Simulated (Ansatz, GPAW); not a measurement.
# A 2-layer slab of Re(0001): work function by functional and basis, part 3 of 3

Aim: the work function of both faces of a 2-layer slab of Re(0001), and its spread over functionals and bases.

GPAW 26.7.0 and Ansatz 0.2.0; Ansatz plane waves; slab in vacuum with a dipole correction, relaxation (the session's first sound run).

So far, upper work function (eV): step 2 (relaxation, PBE) 4.86; step 5 (self-consistent run: xc = "revPBE") 4.73; step 6 (self-consistent run: xc = "vdW-DF2", GPAW, PAW setups, GPAW) 5.12; step 7 (real-space grid: mode = "fd", PBE, GPAW) 4.86; step 8 (atomic orbitals: mode = "lcao", PBE, GPAW) 4.86.

## 10. A second plane-wave code (continued)

Electrostatic potential energy of an electron (with the applied field's), less the Fermi level, planar mean against z:

z (Å), electrostatic potential energy of an electron (with the applied field's), less the Fermi level, planar mean (eV) and a bar from the least value:
```
      0.0        4.9 ##############################
      0.5        4.9 ##############################
      1.0        4.9 ##############################
      1.5        4.9 ##############################
      2.0        4.9 ##############################
      2.5        4.9 ##############################
      3.0        4.9 ##############################
      3.5        4.9 ##############################
      4.0        4.9 ##############################
      4.5        4.8 ##############################
      5.0        4.8 ##############################
      5.5        4.7 ##############################
      6.0        4.4 ##############################
      6.5        3.1 ############################
      7.0       -1.1 ########################
      7.5      -15.1 #########
      8.0      -24.1 
      8.5      -15.5 #########
      9.0       -4.1 #####################
      9.5      -13.8 ###########
     10.0      -23.9 
     10.5      -16.9 ########
     11.0       -2.2 #######################
     11.5        2.9 ############################
     12.0        4.3 #############################
     12.5        4.7 ##############################
     13.0        4.8 ##############################
     13.5        4.8 ##############################
     14.0        4.9 ##############################
     14.5        4.9 ##############################
     15.0        4.9 ##############################
     15.5        4.9 ##############################
     16.0        4.9 ##############################
     16.5        4.9 ##############################
     17.0        4.9 ##############################
     17.5        4.9 ##############################
     18.0        4.9 ##############################
```

Table of valence density, planar mean by z:

| z (Å) | valence density, planar mean (e/Å³) |
| --- | --- |
| 4 | 1.1e-4 |
| 5 | 0.00136 |
| 6 | 0.0170 |
| 7 | 0.223 |
| 8 | 1.81 |
| 9 | 0.495 |
| 10 | 1.79 |
| 11 | 0.272 |
| 12 | 0.0196 |
| 13 | 0.00155 |
| 14 | 1.2e-4 |

The upper face's work function is 4.858 eV, against 4.859 eV in the first plane-wave PBE run at this geometry.

## 11. Side by side

Results and costs are gathered.

This step: comparison of work functions, dipole and cost (GPAW 26.7.0).

Ladder, by row:

| step | code | work function, upper (eV) | work function, lower (eV) | dipole (e Å) | wall time (s) | peak memory (GiB) | threads |
| --- | --- | --- | --- | --- | --- | --- | --- |
| pw | GPAW | 4.859 | 4.859 | 5.88e-6 | 11.33 | 0.17 | 2 |
| LDA | GPAW | 5.171 | 5.171 | 4.19e-6 | 10.79 | 0.16 | 2 |
| revPBE | GPAW | 4.727 | 4.727 | 6.50e-6 | 11.6 | 0.17 | 2 |
| vdW-DF2 | GPAW | 5.119 | 5.119 | 7.02e-6 | 15.57 | 0.27 | 2 |
| fd | GPAW | 4.859 | 4.859 | 2.99e-7 | 58.03 | 0.31 | 2 |
| lcao | GPAW | 4.858 | 4.858 | 2.13e-6 | 130.5 | 0.21 | 2 |
| ansatz | Ansatz | 4.858 | 4.859 | 4.59e-5 | 1.51 | 0.463 | 2 |

## 12. A changed run

One more run, with changed settings.

This step: GPAW, PAW setups; slab in vacuum (GPAW 26.7.0).

File run.py:

```python
import json
import numpy as np
from ase import Atoms
from gpaw import GPAW, PW

slab = Atoms(
    ['Re', 'Re'],
    positions=[
        [2.76000, 1.59349, 8.00000],
        [-0.00000, -0.00000, 10.05540]],
    cell=[[2.76, 0.0, 0.0], [1.38, 2.39023, 0.0], [0.0, 0.0, 18.2287]],
    pbc=[True, True, False])

slab.calc = GPAW(mode=PW(400), xc='PBE', kpts={'size': (13, 13, 1), 'gamma': True},
                 occupations={'name': 'fermi-dirac', 'width': 1.0}, nbands='140%',
                 convergence={'density': 1e-05}, maxiter=100,
                 poissonsolver={'dipolelayer': 'xy'},
                 symmetry={'tolerance': 1e-3}, txt='slab.txt')
result = {}
energy = slab.get_potential_energy()
fermi = slab.calc.get_fermi_level()
v = slab.calc.get_electrostatic_potential().mean((0, 1)) - fermi
n = slab.calc.get_pseudo_density().mean((0, 1))
L = slab.cell[2, 2]
z = np.arange(len(v)) * L / len(v)
low, high = slab.positions[:, 2].min(), slab.positions[:, 2].max()
below, above = np.interp([low - 5.8, high + 5.8], z, v)
slopes = [np.interp(x, z, np.gradient(v, z)) for x in (low - 5.8, high + 5.8)]
eps = np.array([[slab.calc.get_eigenvalues(k, s) for k in range(len(slab.calc.get_ibz_k_points()))]
                for s in range(slab.calc.get_number_of_spins())]) - fermi
top, bottom = eps[eps < 0].max(), eps[eps > 0].min()
dipole = slab.get_dipole_moment()[2]
print(f'energy {energy:.4f} eV, Fermi level {fermi:.4f} eV, dipole {dipole:.5f} e A')
print(f'potential 5.8 A off the faces, from the Fermi level: lower {below:.4f} eV, upper {above:.4f} eV')
print(f'slope of the potential there: lower {slopes[0]:.5f}, upper {slopes[1]:.5f} eV/A')
print(f'nearest levels on the mesh: {top:.4f} and {bottom:.4f} eV')
print('magnetic moment', round(slab.get_magnetic_moment(), 3))
result.update(energy=energy, fermi=fermi, dipole=dipole, below=below, above=above, slopes=slopes, edges=[top, bottom],
              z=z.tolist(), v=v.tolist(), n=n.tolist(), positions=slab.positions.tolist(),
              forces=slab.get_forces(apply_constraint=False).tolist(), moments=slab.get_magnetic_moments().tolist())
json.dump(result, open('result.json', 'w'))
```

The run is started by

```bash
$ OMP_NUM_THREADS=1 OPENBLAS_NUM_THREADS=2 python run.py
```

Numbers of over 12 decimals in the logs are rounded to 6 here.

Output:

```text
energy -21.0625 eV, Fermi level -0.1815 eV, dipole -0.00001 e A
potential 5.8 A off the faces, from the Fermi level: lower 5.1812 eV, upper 5.1819 eV
slope of the potential there: lower -0.00172, upper 0.00188 eV/A
nearest levels on the mesh: -0.0473 and 0.0660 eV
magnetic moment 0.0
```

It took 12 s on 2 threads of Intel Xeon 6975P-C (Granite Rapids), shared host; peak memory 0.17 GiB.

The run finished. A setting was moved off its sound value on purpose, so it serves as a test and not as the result.

The fault put into the input: a smearing of electronvolts (width = 1.0).

The two runs compared:

| quantity | this run | sound run | difference |
| --- | --- | --- | --- |
| upper work function (eV) | 5.1819 | 4.8588 | 0.323 |
| lower work function (eV) | 5.1812 | 4.8585 | 0.323 |

The two runs differ clearly in the upper work function: 5.18 eV against 4.86 eV.

## 13. Results

```yaml
work_function_both_faces: 4.86 eV
dipole_along_the_normal: 5.9e-6 e Å, near the numerical noise
```

With plane waves and PBE the work function is 4.86 eV on the upper face and 4.86 eV on the lower. Over the sound runs of the table the upper face's work function spans 4.727 (revPBE) to 5.171 eV (LDA). The two plane-wave codes differ by 7.7e-4 eV on the upper face. The runs had no spin polarisation, so a magnetic state, which thin layers of d-metal atoms can have, wasn't tested. The slab is only 2.1 Å thick between its outer nuclei, so the values belong to this film more than to the surface of the bulk metal. The in-plane lattice was kept as typed, which isn't the functional's own and leaves some strain; spin-orbit coupling and temperature are left out.

[Logs are printed without paths, hosts, clocks, repeated set-up lines and the standing remarks that a program may print on its own settings, such as how far it seeks lower states.]

[Hosts, paths, dates, database ids (printed as entryN), source tags and the programs' standing remarks are cut or masked in the printed files.]
